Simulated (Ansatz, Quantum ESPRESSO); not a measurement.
# MgZrO3 (Pm-3m): zone-centre phonons

Aim: the zone-centre modes of MgZrO3 (Pm-3m).

Program: Quantum ESPRESSO 7.5. Level of theory: DFT LDA, scalar-relativistic, plane waves, GBRV ultrasoft pseudopotentials. Results are calculated unless marked as measured.

The structure was built from a prototype and need not be the compound's stable phase.

### 1. Starting point

It takes space group Pm-3m (No. 221, cubic). The conventional cell has a = 3.588 Å, b = 3.588 Å, c = 3.588 Å, α = 90.00°, β = 90.00°, γ = 90.00°. Nearest to Mg lie 12 O at 2.54 Å. Nearest to Zr lie 6 O at 1.79 Å. Nearest to O lie 2 Zr at 1.79 Å and 4 Mg at 2.54 Å. Farther neighbours and most contacts between anions are not listed.

### 2. A probe with smearing

A cheap run with smearing and empty bands tells whether the crystal has a gap, which decides between fixed occupations and smearing later on.

The input, probe.in:

```
&control
   calculation = 'scf'
   prefix = 'x'
   outdir = './tmp'
   pseudo_dir = './pseudo'
   tprnfor = .true.
   tstress = .true.
   verbosity = 'high'
/
&system
   ibrav = 1
   celldm(1) = 6.78088536
   nat = 5
   ntyp = 3
   ecutwfc = 45.0
   ecutrho = 270.0
   occupations = 'smearing'
   smearing = 'gaussian'
   degauss = 0.01
/
&electrons
   conv_thr = 1.0d-07
   mixing_beta = 0.7
   electron_maxstep = 100
/
ATOMIC_SPECIES
 Mg     24.3050  Mg.upf
 Zr     91.2240  Zr.upf
 O      15.9990  O.upf
ATOMIC_POSITIONS crystal
 Mg     0.000000000   0.000000000   0.000000000
 Zr     0.500000000   0.500000000   0.500000000
 O      0.000000000   0.500000000   0.500000000
 O      0.500000000   0.000000000   0.500000000
 O      0.500000000   0.500000000   0.000000000
K_POINTS automatic
 6 6 6 0 0 0
```

The run is started by

```
> OMP_NUM_THREADS=1 mpirun -n 4 pw.x -nk 4 -in probe.in > probe.out
```

The log of the run:

```text
[banners, grids, parts of the stress and lines that vanish by symmetry left out]
Program PWSCF v.7.5
     bravais-lattice index     =            1
     lattice parameter (alat)  =       6.7809  a.u.
[...]
kinetic-energy cutoff     =      45.0000  Ry
     charge density cutoff     =     270.0000  Ry
     scf convergence threshold =      1.0E-07
[...]
Exchange-correlation= SLA  PZ   NOGX NOGC
                           (   1   1   0   0   0   0   0)
[...]
48 Sym. Ops., with inversion, found
[...]
(     0          1          0      )
                  (     0          0          1      )
[...]
(  0.0000000  1.0000000  0.0000000 )
                  (  0.0000000  0.0000000  1.0000000 )
[...]
(     0         -1          0      )
                  (     0          0          1      )
[...]
( -1.0000000  0.0000000  0.0000000 )
                  (  0.0000000  1.0000000  0.0000000 )
[...]
number of k points=    20  Gaussian smearing, width (Ry)=  0.0100
[...]
End of self-consistent calculation
[...]
the Fermi energy is    14.1174 ev
!    total energy              =    -321.27105353 Ry
[...]
convergence has been achieved in   8 iterations
[...]
atom    1 type  1   force =     0.00000000    0.00000000    0.00000000
     atom    2 type  2   force =     0.00000000    0.00000000    0.00000000
     atom    3 type  3   force =     0.00000000    0.00000000    0.00000000
     atom    4 type  3   force =     0.00000000    0.00000000    0.00000000
     atom    5 type  3   force =     0.00000000    0.00000000    0.00000000
[...]
Total force =     0.000000     Total SCF correction =     0.000000
[...]
total   stress  (Ry/bohr**3)                   (kbar)     P=     1323.22
[...]
XML data file, charge density, pseudopotentials, collected wavefunctions

   JOB DONE.
```

Run time: 4 s. Hardware: 4 MPI ranks of Arm Neoverse V2, shared host.

Read from the output:

```
volume per atom   : 9.240 Å³
pressure          : 132.3 GPa
gap on the k-mesh : 0.6566 eV
```

A gap of 0.66 eV opens on this mesh, so the crystal is taken as an insulator; the start stands at 132 GPa.

### 3. Relaxing the cell and atoms

The relaxation runs at a cutoff a fifth above that of the response, since stress converges more slowly with the basis than frequencies do. Forces and stress are brought to rest with tight thresholds.

The input, relax.in:

```
&control
   calculation = 'vc-relax'
   prefix = 'x'
   outdir = './tmp'
   pseudo_dir = './pseudo'
   tprnfor = .true.
   tstress = .true.
   forc_conv_thr = 2.0d-05
   etot_conv_thr = 1.0d-07
   nstep = 40
/
&system
   ibrav = 1
   celldm(1) = 6.78088536
   nat = 5
   ntyp = 3
   ecutwfc = 54
   ecutrho = 324.0
   occupations = 'fixed'
   nbnd = 22
/
&electrons
   conv_thr = 1.0d-11
   mixing_beta = 0.7
   electron_maxstep = 100
/
&ions
/
&cell
   press_conv_thr = 0.2
/
ATOMIC_SPECIES
 Mg     24.3050  Mg.upf
 Zr     91.2240  Zr.upf
 O      15.9990  O.upf
ATOMIC_POSITIONS crystal
 Mg     0.000000000   0.000000000   0.000000000
 Zr     0.500000000   0.500000000   0.500000000
 O      0.000000000   0.500000000   0.500000000
 O      0.500000000   0.000000000   0.500000000
 O      0.500000000   0.500000000   0.000000000
K_POINTS automatic
 6 6 6 0 0 0
```

The run is started by

```
> OMP_NUM_THREADS=1 mpirun -n 4 pw.x -nk 4 -in relax.in > relax.out
```

The log of the run:

```text
[banners, grids, parts of the stress and lines that vanish by symmetry left out]
[banner, memory and clock lines left out]
Program PWSCF v.7.5

[...]
kinetic-energy cutoff     =      54.0000  Ry
     charge density cutoff     =     324.0000  Ry
     scf convergence threshold =      1.0E-11
[...]
energy convergence thresh.=      1.0E-07
     force convergence thresh. =      2.0E-05
     press convergence thresh. =      2.0E-01
     Exchange-correlation= SLA  PZ   NOGX NOGC
                           (   1   1   0   0   0   0   0)
[...]
48 Sym. Ops., with inversion, found
[...]
number of k points=    20
[...]
End of self-consistent calculation
[...]
highest occupied, lowest unoccupied level (ev):    13.7351   14.3921
!    total energy              =    -321.27318302 Ry
[...]
convergence has been achieved in  13 iterations
[...]
atom    1 type  1   force =     0.00000000    0.00000000    0.00000000
     atom    2 type  2   force =     0.00000000    0.00000000    0.00000000
     atom    3 type  3   force =     0.00000000    0.00000000    0.00000000
     atom    4 type  3   force =     0.00000000    0.00000000    0.00000000
     atom    5 type  3   force =     0.00000000    0.00000000    0.00000000
     Total force =     0.000000     Total SCF correction =     0.000000
[...]
total   stress  (Ry/bohr**3)                   (kbar)     P=     1322.27
[...]
number of bfgs steps    =   0
[...]
CELL_PARAMETERS (alat=  6.78088536)
[...]
ATOMIC_POSITIONS (crystal)
Mg               0.0000000000        0.0000000000        0.0000000000
Zr               0.5000000000        0.5000000000        0.5000000000
O                0.0000000000        0.5000000000        0.5000000000
O                0.5000000000        0.0000000000        0.5000000000
[...]
New effective cutoffs (rho, wfc):  248.38   41.43
[...]
End of self-consistent calculation
[...]
highest occupied, lowest unoccupied level (ev):     6.8250    7.4757
!    total energy              =    -321.71665229 Ry
[...]
convergence has been achieved in   9 iterations
[...]
atom    1 type  1   force =     0.00000000    0.00000000    0.00000000
     atom    2 type  2   force =     0.00000000    0.00000000    0.00000000
     atom    3 type  3   force =     0.00000000    0.00000000    0.00000000
     atom    4 type  3   force =     0.00000000    0.00000000    0.00000000
     atom    5 type  3   force =     0.00000000    0.00000000    0.00000000
     Total force =     0.000000     Total SCF correction =     0.000000
[...]
total   stress  (Ry/bohr**3)                   (kbar)     P=      -61.51
[...]
number of bfgs steps    =   1
[...]
CELL_PARAMETERS (alat=  6.78088536)
[...]
ATOMIC_POSITIONS (crystal)
[...]
New effective cutoffs (rho, wfc):  251.94   42.03
[...]
End of self-consistent calculation
[...]
highest occupied, lowest unoccupied level (ev):     7.0683    7.7783
!    total energy              =    -321.71964142 Ry
[...]
convergence has been achieved in  12 iterations
[...]
atom    1 type  1   force =     0.00000000    0.00000000    0.00000000
     atom    2 type  2   force =     0.00000000    0.00000000    0.00000000
     atom    3 type  3   force =     0.00000000    0.00000000    0.00000000
     atom    4 type  3   force =     0.00000000    0.00000000    0.00000000
[...]
Total force =     0.000000     Total SCF correction =     0.000000
[...]
total   stress  (Ry/bohr**3)                   (kbar)     P=      -27.96
[...]
number of bfgs steps    =   2
[...]
CELL_PARAMETERS (alat=  6.78088536)
[...]
ATOMIC_POSITIONS (crystal)
[...]
New effective cutoffs (rho, wfc):  254.89   42.52
[...]
End of self-consistent calculation
[...]
highest occupied, lowest unoccupied level (ev):     7.2710    8.0306
!    total energy              =    -321.72034436 Ry
[...]
convergence has been achieved in  13 iterations
[...]
Total force =     0.000000     Total SCF correction =     0.000000
[...]
total   stress  (Ry/bohr**3)                   (kbar)     P=        1.79
[...]
number of bfgs steps    =   3
[...]
CELL_PARAMETERS (alat=  6.78088536)
[...]
ATOMIC_POSITIONS (crystal)
[...]
New effective cutoffs (rho, wfc):  254.71   42.49
[...]
End of self-consistent calculation
[...]
highest occupied, lowest unoccupied level (ev):     7.2589    8.0154
!    total energy              =    -321.72034711 Ry
[...]
convergence has been achieved in   8 iterations
[...]
Total force =     0.000000     Total SCF correction =     0.000000
[...]
total   stress  (Ry/bohr**3)                   (kbar)     P=       -0.05
[...]
number of bfgs steps    =   4
[...]
small trust_radius: resetting bfgs history
[...]
CELL_PARAMETERS (alat=  6.78088536)
[...]
ATOMIC_POSITIONS (crystal)
[...]
New effective cutoffs (rho, wfc):  254.71   42.49
[...]
End of self-consistent calculation
[...]
highest occupied, lowest unoccupied level (ev):     7.2591    8.0158
!    total energy              =    -321.72034711 Ry
[...]
convergence has been achieved in   5 iterations
[...]
atom    3 type  3   force =     0.00000000    0.00000000    0.00000000
     atom    4 type  3   force =     0.00000000    0.00000000    0.00000000
     atom    5 type  3   force =     0.00000000    0.00000000    0.00000000
     Total force =     0.000000     Total SCF correction =     0.000000
[...]
total   stress  (Ry/bohr**3)                   (kbar)     P=       -0.01
[...]
bfgs converged in   6 scf cycles and   5 bfgs steps
[...]
End of BFGS Geometry Optimization
     Final enthalpy           =    -321.7203471088 Ry
     File ./tmp/x.bfgs deleted, as requested
[...]
CELL_PARAMETERS (alat=  6.78088536)
[...]
ATOMIC_POSITIONS (crystal)
[...]
O                0.5000000000        0.0000000000        0.5000000000
O                0.5000000000        0.5000000000        0.0000000000
[...]
Final scf calculation at the relaxed structure.
[...]
kinetic-energy cutoff     =      54.0000  Ry
     charge density cutoff     =     324.0000  Ry
     scf convergence threshold =      1.0E-13
[...]
press convergence thresh. =      2.0E-01
     Exchange-correlation= SLA  PZ   NOGX NOGC
                           (   1   1   0   0   0   0   0)
[...]
48 Sym. Ops., with inversion, found
[...]
number of k points=    20
[...]
End of self-consistent calculation
[...]
highest occupied, lowest unoccupied level (ev):     7.2581    8.0154
!    total energy              =    -321.72222396 Ry
[...]
convergence has been achieved in  16 iterations
[...]
atom    1 type  1   force =     0.00000000    0.00000000    0.00000000
     atom    2 type  2   force =     0.00000000    0.00000000    0.00000000
     atom    3 type  3   force =     0.00000000    0.00000000    0.00000000
     atom    4 type  3   force =     0.00000000    0.00000000    0.00000000
     atom    5 type  3   force =     0.00000000    0.00000000    0.00000000
     Total force =     0.000000     Total SCF correction =     0.000000
[...]
total   stress  (Ry/bohr**3)                   (kbar)     P=       -1.58
[...]
XML data file, charge density, pseudopotentials, collected wavefunctions
```

The job ended after 33 s (4 MPI ranks; 2.2 min of CPU time).

The steps of the relaxation:

| step | energy less that of the first step (eV) | largest force (eV/Å) | pressure (GPa) | volume (Å³) |
| --- | --- | --- | --- | --- |
| 1 | 0.0000 | 0.0000 | 132.23 | 46.20 |
| 2 | -6.0337 | 0.0000 | -6.15 | 68.74 |
| 3 | -6.0744 | 0.0000 | -2.80 | 67.28 |
| 4 | -6.0839 | 0.0000 | 0.18 | 66.12 |
| 5 | -6.0840 | 0.0000 | -0.01 | 66.19 |
| 6 | -6.0840 | 0.0000 | 0.00 | 66.19 |
| 7 | -6.1095 | 0.0000 | -0.16 | 66.19 |

```
     cell as run  before  after   change
           a (Å)   3.588  4.045  +12.7 %
           b (Å)   3.588  4.045  +12.7 %
           c (Å)   3.588  4.045  +12.7 %
volume (Å³/atom)    9.24  13.24  +43.3 %
```

The relaxed structure:

```xyz
5
Lattice="4.0451 0.0000 0.0000 0.0000 4.0451 0.0000 0.0000 0.0000 4.0451" Properties=species:S:1:pos:R:3 pbc="T T T"
Mg    0.0000    0.0000    0.0000
Zr    2.0225    2.0225    2.0225
O     0.0000    2.0225    2.0225
O     2.0225    0.0000    2.0225
O     2.0225    2.0225    0.0000
```

The last row of the table of steps is pw.x's closing run on a basis chosen anew for the final cell, so its energy can jump.

This step gave:

| Property | Result |
| --- | --- |
| volume per atom | 13.24 Å³ |
| pressure | -0.158 GPa |
| gap on the k-mesh | 0.7573 eV |

The volume changes by +43.3 % from the cell with which this run began.

### 4. Relaxing the cell and atoms

A variable-cell run keeps the plane waves of its start, so its end shows a stress on a fresh basis; a second run from that cell removes it.

Changes to relax.in since step 3:

```diff
@@ -13,3 +13,3 @@
    ibrav = 1
-   celldm(1) = 6.78088536
+   celldm(1) = 7.64408261
    nat = 5
```

The log of the run:

```text
[banners, grids, parts of the stress and lines that vanish by symmetry left out]
[banner, memory and clock lines left out]
Program PWSCF v.7.5

[...]
kinetic-energy cutoff     =      54.0000  Ry
     charge density cutoff     =     324.0000  Ry
     scf convergence threshold =      1.0E-11
[...]
energy convergence thresh.=      1.0E-07
     force convergence thresh. =      2.0E-05
     press convergence thresh. =      2.0E-01
     Exchange-correlation= SLA  PZ   NOGX NOGC
                           (   1   1   0   0   0   0   0)
[...]
48 Sym. Ops., with inversion, found
[...]
number of k points=    20
[...]
End of self-consistent calculation
[...]
highest occupied, lowest unoccupied level (ev):     7.2581    8.0154
!    total energy              =    -321.72222396 Ry
[...]
convergence has been achieved in  13 iterations
[...]
atom    1 type  1   force =     0.00000000    0.00000000    0.00000000
     atom    2 type  2   force =     0.00000000    0.00000000    0.00000000
     atom    3 type  3   force =     0.00000000    0.00000000    0.00000000
     atom    4 type  3   force =     0.00000000    0.00000000    0.00000000
     atom    5 type  3   force =     0.00000000    0.00000000    0.00000000
     Total force =     0.000000     Total SCF correction =     0.000000
[...]
total   stress  (Ry/bohr**3)                   (kbar)     P=       -1.58
[...]
number of bfgs steps    =   0
[...]
CELL_PARAMETERS (alat=  7.64408261)
[...]
ATOMIC_POSITIONS (crystal)
Mg               0.0000000000        0.0000000000        0.0000000000
Zr               0.5000000000        0.5000000000        0.5000000000
O                0.0000000000        0.5000000000        0.5000000000
O                0.5000000000        0.0000000000        0.5000000000
[...]
New effective cutoffs (rho, wfc):  323.12   54.02
[...]
End of self-consistent calculation
[...]
highest occupied, lowest unoccupied level (ev):     7.2676    8.0271
!    total energy              =    -321.72222607 Ry
[...]
convergence has been achieved in   7 iterations
[...]
atom    1 type  1   force =     0.00000000    0.00000000    0.00000000
     atom    2 type  2   force =     0.00000000    0.00000000    0.00000000
     atom    3 type  3   force =     0.00000000    0.00000000    0.00000000
     atom    4 type  3   force =     0.00000000    0.00000000    0.00000000
     atom    5 type  3   force =     0.00000000    0.00000000    0.00000000
     Total force =     0.000000     Total SCF correction =     0.000000
[...]
total   stress  (Ry/bohr**3)                   (kbar)     P=       -0.15
[...]
number of bfgs steps    =   1
[...]
CELL_PARAMETERS (alat=  7.64408261)
[...]
ATOMIC_POSITIONS (crystal)
[...]
New effective cutoffs (rho, wfc):  323.14   54.03
[...]
End of self-consistent calculation
[...]
highest occupied, lowest unoccupied level (ev):     7.2686    8.0284
!    total energy              =    -321.72222609 Ry
[...]
convergence has been achieved in   6 iterations
[...]
atom    1 type  1   force =     0.00000000    0.00000000    0.00000000
     atom    2 type  2   force =     0.00000000    0.00000000    0.00000000
     atom    3 type  3   force =     0.00000000    0.00000000    0.00000000
     atom    4 type  3   force =     0.00000000    0.00000000    0.00000000
     atom    5 type  3   force =     0.00000000    0.00000000    0.00000000
     Total force =     0.000000     Total SCF correction =     0.000000
[...]
total   stress  (Ry/bohr**3)                   (kbar)     P=        0.00
[...]
bfgs converged in   3 scf cycles and   2 bfgs steps
[...]
End of BFGS Geometry Optimization
     Final enthalpy           =    -321.7222260931 Ry
     File ./tmp/x.bfgs deleted, as requested
[...]
CELL_PARAMETERS (alat=  7.64408261)
[...]
ATOMIC_POSITIONS (crystal)
[...]
O                0.5000000000        0.0000000000        0.5000000000
O                0.5000000000        0.5000000000        0.0000000000
[...]
Final scf calculation at the relaxed structure.
[...]
kinetic-energy cutoff     =      54.0000  Ry
     charge density cutoff     =     324.0000  Ry
     scf convergence threshold =      1.0E-13
[...]
press convergence thresh. =      2.0E-01
     Exchange-correlation= SLA  PZ   NOGX NOGC
                           (   1   1   0   0   0   0   0)
[...]
48 Sym. Ops., with inversion, found
[...]
number of k points=    20
[...]
End of self-consistent calculation
[...]
highest occupied, lowest unoccupied level (ev):     7.2686    8.0284
!    total energy              =    -321.72222205 Ry
[...]
convergence has been achieved in  14 iterations
[...]
atom    1 type  1   force =     0.00000000    0.00000000    0.00000000
     atom    2 type  2   force =     0.00000000    0.00000000    0.00000000
     atom    3 type  3   force =     0.00000000    0.00000000    0.00000000
     atom    4 type  3   force =     0.00000000    0.00000000    0.00000000
     atom    5 type  3   force =     0.00000000    0.00000000    0.00000000
     Total force =     0.000000     Total SCF correction =     0.000000
[...]
total   stress  (Ry/bohr**3)                   (kbar)     P=       -0.00
[...]
XML data file, charge density, pseudopotentials, collected wavefunctions
```

Wall time 27 s (4 MPI ranks); 1.8 min of CPU time.

Little changed from the start: no atom moved by 0.005 Å and no cell edge by 0.1 %.

The last row of the table of steps is pw.x's closing run on a basis chosen anew for the final cell, so its energy can jump.

Read from the output:

```
volume per atom   : 13.23 Å³
pressure          : 0 GPa
gap on the k-mesh : 0.7598 eV
```

### 5. Self-consistent run for the response

The response is built on this ground state, so it is converged far tighter than an energy would need. With a gap, occupations are fixed, which also allows the response to an electric field.

The input, scf.in:

```
&control
   calculation = 'scf'
   prefix = 'x'
   outdir = './tmp'
   pseudo_dir = './pseudo'
   tprnfor = .true.
   tstress = .true.
/
&system
   ibrav = 1
   celldm(1) = 7.64181792
   nat = 5
   ntyp = 3
   ecutwfc = 45.0
   ecutrho = 270.0
   occupations = 'fixed'
   nbnd = 22
/
&electrons
   conv_thr = 1.0d-12
   mixing_beta = 0.7
   electron_maxstep = 100
/
ATOMIC_SPECIES
 Mg     24.3050  Mg.upf
 Zr     91.2240  Zr.upf
 O      15.9990  O.upf
ATOMIC_POSITIONS crystal
 Mg     0.000000000   0.000000000   0.000000000
 Zr     0.500000000   0.500000000   0.500000000
 O      0.000000000   0.500000000   0.500000000
 O      0.500000000   0.000000000   0.500000000
 O      0.500000000   0.500000000   0.000000000
K_POINTS automatic
 6 6 6 0 0 0
```

The run is started by

```
> OMP_NUM_THREADS=1 mpirun -n 4 pw.x -nk 4 -in scf.in > scf.out
```

The log of the run:

```text
[banners, grids, parts of the stress and lines that vanish by symmetry left out]
[banner, memory and clock lines left out]
Program PWSCF v.7.5

[...]
kinetic-energy cutoff     =      45.0000  Ry
     charge density cutoff     =     270.0000  Ry
     scf convergence threshold =      1.0E-12
[...]
Exchange-correlation= SLA  PZ   NOGX NOGC
                           (   1   1   0   0   0   0   0)
[...]
48 Sym. Ops., with inversion, found
[...]
number of k points=    20
[...]
End of self-consistent calculation
[...]
highest occupied, lowest unoccupied level (ev):     7.2694    8.0286
!    total energy              =    -321.72057610 Ry
[...]
convergence has been achieved in  14 iterations
[...]
atom    1 type  1   force =     0.00000000    0.00000000    0.00000000
     atom    2 type  2   force =     0.00000000    0.00000000    0.00000000
     atom    3 type  3   force =     0.00000000    0.00000000    0.00000000
     atom    4 type  3   force =     0.00000000    0.00000000    0.00000000
     atom    5 type  3   force =     0.00000000    0.00000000    0.00000000
     Total force =     0.000000     Total SCF correction =     0.000000
[...]
total   stress  (Ry/bohr**3)                   (kbar)     P=        0.70
[...]
XML data file, charge density, pseudopotentials, collected wavefunctions
```

Wall time 8.2 s (4 MPI ranks).

This step gave:

```yaml
pressure: 0.07000 GPa
gap_on_the_k_mesh: 0.7592 eV
```

The cell stands at 0.070 GPa, close enough for phonons.

(Part 1 of 3 ends here.)

[Host names and launcher messages were left out of these logs when they were recorded.]

[Logs are printed without paths, hosts, clocks, repeated set-up lines and the standing remarks that a program may print on its own settings, such as how far it seeks lower states.]

[Hosts, paths, dates, database ids (printed as entryN), source tags and the programs' standing remarks are cut or masked in the printed files.]
